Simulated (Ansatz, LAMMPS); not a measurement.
# Forces and charges in glassy 69SiO2-19Al2O3-6SrO-6Li2O (mol %) (106 atoms), part 2 of 2

Aim: energy, forces, charges and density of states of glassy 69SiO2-19Al2O3-6SrO-6Li2O (mol %) (106 atoms) at a fixed geometry.

Ansatz 0.2.0; Kohn-Sham DFT, PBE, PAW (set soft_2), plane waves.

The cell: 22 Si, 12 Al, 2 Sr, 4 Li and 66 O. The quench rate of 50 K/ps is orders of magnitude faster than experiment. The starting topology of bonds comes from the classical model. The Brillouin zone is sampled at Γ only, in a cell whose shortest periodic width is 11 Å.

So far. Step 3 (Plane-wave single point): Between -26 and -14 eV lie 144 more states.

## 3. Plane-wave single point (continued)

Valence density in the bc plane at fractional x = 0.430, with atoms of Si and Al and Sr and Li and O within 0.2 Å of it. It is the smooth field of the valence electrons, not physical close to the nuclei.

Values in e/Å³, 13 rows by 16 columns, each cell a mean:
```
1.7 2.1 0.0 0.0 0.0 0.0 0.0 0.0 0.0 0.0 0.0 0.5 3.4 2.0 0.2 0.0
0.1 0.2 0.3 0.1 0.1 0.1 0.3 0.2 0.1 0.1 0.3 0.4 0.6 0.5 0.2 0.1
0.1 0.5 1.4 0.5 0.1 0.4 2.3 1.8 0.3 0.7 4.1 2.5 0.4 0.9 2.4 0.7
0.1 0.2 0.3 0.3 0.2 0.2 0.8 0.7 0.3 0.5 1.6 0.9 0.2 0.7 2.7 0.8
0.1 0.1 0.2 1.2 1.5 0.2 0.1 0.3 1.1 0.5 0.1 0.0 0.0 0.1 0.1 0.1
0.4 0.3 0.2 1.5 1.8 0.2 0.1 0.6 2.9 1.1 0.1 0.0 0.0 0.1 0.1 0.2
0.3 0.2 0.1 0.1 0.1 0.0 0.1 0.3 0.5 0.3 0.2 0.1 0.0 0.2 0.4 0.2
1.4 0.5 0.1 0.0 0.0 0.1 1.0 2.4 0.6 0.1 0.2 0.1 0.1 0.2 0.3 0.4
4.8 2.2 0.2 0.1 0.2 0.2 1.7 3.5 0.6 0.1 0.0 0.0 0.0 0.1 0.1 0.8
0.7 0.5 0.4 2.1 3.0 0.6 0.3 0.4 0.1 0.1 0.4 0.3 0.0 0.0 0.0 0.1
0.2 0.3 0.3 1.5 2.0 0.4 0.8 2.3 0.7 0.6 2.2 2.0 0.4 0.0 0.0 0.0
0.2 0.3 0.2 0.1 0.1 0.1 0.9 3.8 1.1 0.4 1.6 1.4 0.3 0.0 0.0 0.0
0.2 0.2 0.0 0.0 0.0 0.0 0.1 0.2 0.1 0.0 0.1 0.3 1.0 0.6 0.1 0.0
```
Columns run along b (11.3 Å), rows up along c (11.3 Å). Atoms in or near the plane, at fractional coordinates: Si at (0.10, 0.23), Al at (0.27, 0.76), Sr at (0.67, 0.16), Li at (0.06, 0.96), O at (0.46, 0.13), O at (0.03, 0.35), O at (0.67, 0.78).

Electrostatic potential energy in the bc plane at fractional x = 0.430, with atoms of Si and Al and Sr and Li and O within 0.2 Å of it. With pseudopotentials it is smooth inside the atoms' cores, unlike the true potential.

Values in eV, 13 rows by 16 columns, each cell a mean:
```
-16 -18   4   7   7   7   6   5   5   7   8   5 -27 -13   7   4
  4   4   6   4   0   4   6   7   7   7   6   0 -30 -24   3   7
  8   5  -7  -7  -8  -8 -17 -12   0  -2 -31 -21 -24 -21 -17   3
  6   7   6  -6  -8  -6   0   0 -13 -12 -10   0   7   2 -17   1
  7   7   7  -6 -11   6   9   7  -6   1   8  10  10  10   9   8
  5   7   5 -10 -12   8   8   3 -25  -4   9  10  10   9   5   2
-11   5   5   3   6   8   6  -5 -20  -2   8  10   9   6 -18 -37
-18   2   7   7   8   8  -2 -20  -7   3   8  10   9   6 -14 -32
-38 -18   3   7   7   0 -17 -27   3   7   8   8   8   8   6  -2
-10 -36 -26 -17 -23 -20 -35  -4   6   4  -4  -3   4   7   8   6
 -5 -31 -23 -10 -12  -2 -10 -17   2  -8 -42 -39  -5   5   7   6
  5   2   4   7   8   8   0 -27  -2  -3 -30 -27   0   7   8   8
  0  -1   5   7   8   8   7   6   6   5   3   4  -2   4   9   6
```
Columns run along b (11.3 Å; values clipped at the 3rd and 97th percentile), rows up along c (11.3 Å). Atoms in or near the plane, at fractional coordinates: Si at (0.10, 0.23), Al at (0.27, 0.76), Sr at (0.67, 0.16), Li at (0.06, 0.96), O at (0.46, 0.13), O at (0.03, 0.35), O at (0.67, 0.78).

Mean Löwdin charges: Al +1.35, Li +0.84, O -0.84, Si +1.76, Sr +1.83 e (they miss 1.2 % of the electrons, so they add up to more than the cell's charge).

## 4. Structure statistics

Bonds and neighbours are counted at the geometry of the runs.

Density 2.56 g/cm³, 13.46 Å³ an atom.

g(r), total and by pair (bins of 0.2 Å):

```
r (Å)  total   O-O   O-Si  O-Al  O-Li  O-Sr  Si-Si
 1.40   0.05  0.00   0.18  0.00  0.00  0.00   0.00
 1.60   3.52  0.00  12.22  2.57  0.00  0.00   0.00
 1.80   1.32  0.00   0.66  7.98  0.61  0.00   0.00
 2.00   0.28  0.00   0.11  0.56  3.73  0.00   0.00
 2.20   0.04  0.00   0.00  0.00  0.89  0.00   0.00
 2.40   0.24  0.30   0.00  0.00  0.73  2.92   0.00
 2.60   1.75  4.25   0.00  0.10  0.62  1.29   0.00
 2.80   1.02  2.20   0.14  0.19  0.29  0.58   0.58
 3.00   0.96  0.99   0.17  0.55  0.97  0.49   2.29
 3.20   0.97  0.75   0.41  0.70  0.83  0.44   3.94
 3.40   0.77  0.59   0.77  1.18  0.95  0.74   0.21
 3.60   0.84  0.48   1.11  1.47  1.50  0.35   0.00
 3.80   0.97  0.65   1.54  1.24  1.20  0.60   0.16
 4.00   1.15  0.76   2.12  1.17  0.80  1.33   0.29
 4.20   1.17  0.63   1.89  1.50  0.86  0.96   1.32
 4.40   1.15  1.02   1.15  1.73  1.11  0.67   0.72
 4.60   0.80  0.76   0.61  0.68  1.44  2.05   1.44
 4.80   1.14  1.54   0.85  0.53  1.02  1.12   1.73
 5.00   1.16  1.67   0.63  0.89  0.87  1.88   1.13
 5.20   1.00  1.37   0.70  0.55  0.63  0.48   1.40
 5.40   1.04  1.08   0.91  1.02  0.66  0.89   1.36
```

Bonds by pair of elements; cutoffs follow the first minimum of g(r), held within bounds set by covalent radii, and pairs that aren't listed don't count as bonded:

```
pair A-B  cutoff (Å)  bonds  mean length (Å)  spread (Å)  shortest (Å)  B about A  A about B
    O-Si        2.16     88             1.62       0.058          1.49       1.33          4
    O-Al        2.38     48             1.76       0.074          1.64      0.727          4
    O-Li        2.33     10             2.04         0.1          1.89      0.152        2.5
    O-Sr        3.05      8             2.58       0.188          2.38      0.121          4
```

The cutoffs for O-Li and O-Sr fall short of the minimum of g(r), so counts run low and odd coordinations can be artefacts.

How many atoms have how many bonded neighbours:

| element | mean | 2 | 3 | 4 |
| --- | --- | --- | --- | --- |
| Al | 4 | 0 | 0 | 12 |
| Li | 2.5 | 3 | 0 | 1 |
| O | 2.33 | 44 | 22 | 0 |
| Si | 4 | 0 | 0 | 22 |
| Sr | 4 | 0 | 0 | 2 |

Bond angles (no mean is given where the spread exceeds 20°):

```csv
angle,count,mean (°),spread (°)
O-Si-O,132,109,5.9
O-Al-O,72,109,11
Al-O-Si,36,137,15.1
Si-O-Si,29,148,16.1
Al-O-Al,12,116,11.9
```

Oxygen atoms by the number of network formers (Si, P, Ge, B, Al, As, Ga) bound to them:

```csv
network formers bound to O,O atoms,per cent
0,0,0
1,3,4.5
2,56,84.8
3,7,10.6
```

Network units: each former by its oxygen neighbours and how many of them bridge to another former:

```csv
former,O neighbours,bridging O,atoms
Si,4,3,2
Si,4,4,20
Al,4,3,1
Al,4,4,11
```

Bond length by coordination (bonds to H left out):

```csv
element,coordination,atoms,mean bond length (Å)
Li,2,3,2.02
Li,4,1,2.07
O,2,44,1.64
O,3,22,1.88
```

Rings of the network by King's shortest-path rule, up to 12 atoms, one path for each pair of neighbours; H, halogens, alkali and alkaline-earth atoms are left out, and the last column divides by all other atoms, bonded or not:

```
ring size (atoms)  rings  per network atom
                6      5              0.05
                8      7              0.07
               10     19              0.19
               12     30               0.3
```

For some of the pairs, g(r) has its first main peak near 2.6 Å (O-O), 1.6 Å (O-Si), 1.8 Å (O-Al), 2.0 Å (O-Li), 2.5 Å (O-Sr) and 3.1 Å (Si-Si). The O-Si-O angle averages 109° with a spread of 6°. 85 % of the oxygens bridge two formers (Si and Al) and 4 % are non-bridging; 11 % join three. The commonest Si unit has 4 oxygens, 4 of them shared with other formers (20 of 22 atoms). Rings of 12 atoms are the most common (49 % of those counted); sizes run from 6 to 12, where the search stops.

The surroundings of O51, picked at random, nearest first, numbered as they follow in the input and with coordinates relative to it.

| atom | x | y | z | distance (Å) | bonds | Löwdin charge (e) | Fx | Fy | Fz (eV/Å) |
| --- | --- | --- | --- | --- | --- | --- | --- | --- | --- |
| O51 | 0.00 | 0.00 | 0.00 | 0.00 | 2 | -0.86 | 0.57 | -0.85 | -1.04 |
| Si7 | 1.13 | 0.90 | -0.66 | 1.59 | 4 | 1.75 | -0.50 | 0.94 | 2.50 |
| Al24 | -1.24 | -0.27 | 1.10 | 1.68 | 4 | 1.39 | 0.49 | -1.70 | 0.26 |
| O45 | 0.41 | 2.35 | -0.90 | 2.55 | 2 | -0.80 | 0.09 | -0.15 | -1.33 |
| O54 | 2.33 | 0.95 | 0.48 | 2.56 | 2 | -0.85 | 0.49 | 0.20 | -0.70 |
| O77 | -2.01 | 1.26 | 1.28 | 2.70 | 3 | -0.81 | -0.99 | 1.30 | -0.14 |
| O43 | 1.80 | 0.37 | -2.04 | 2.74 | 2 | -0.80 | 0.13 | 1.20 | -1.14 |
| O53 | -0.48 | -0.65 | 2.63 | 2.75 | 2 | -0.83 | -1.77 | 0.12 | -0.33 |
| O57 | -0.48 | -2.73 | -0.64 | 2.85 | 2 | -0.79 | -0.29 | -0.06 | 0.68 |
| O102 | -2.46 | -1.40 | 0.44 | 2.87 | 2 | -0.84 | 0.39 | 1.44 | 1.58 |
| O56 | -2.26 | 1.00 | -1.53 | 2.91 | 2 | -0.83 | 0.87 | -0.51 | -0.79 |

The column of bonds counts only the pairs O-Si within 2.16 Å, O-Al within 2.38 Å, O-Li within 2.33 Å, O-Sr within 3.05 Å; other neighbours, such as metal atoms beside each other in a compound, aren't counted, and periodic images can show an atom twice.

## 5. What came out

```json
{
  "free energy per atom": "-621.8292 eV/atom",
  "pressure": "5.407 GPa",
  "r.m.s. force component": "1.282 eV/Å",
  "gap (highest filled to lowest empty level)": "2.972 eV",
  "wall time of the 1 DFT run": "37 s"
}
```

**Reading.** Between filled and empty levels lie 2.97 eV (at Γ alone); a semilocal functional tends to put such gaps too low. In a disordered cell it changes from sample to sample, and tail or defect levels can set it. 85 % of the oxygens bridge two formers (Si and Al) and 4 % are non-bridging; 11 % join three.

What to keep in mind: The force components of 1.3 eV/Å r.m.s. come partly from thermal motion and partly from the difference between the classical potential and DFT. The stress is far from hydrostatic: its diagonal is 4.6, 7.4, 4.2 GPa, compression counted positive. The pressure of 5.4 GPa is that of one thermal frame, in which the classical model's bond lengths enter as well as the volume, without the kinetic term.

[Logs are printed without paths, hosts, clocks, repeated set-up lines and the standing remarks that a program may print on its own settings, such as how far it seeks lower states.]

[Hosts, paths, dates, database ids (printed as entryN), source tags and the programs' standing remarks are cut or masked in the printed files.]
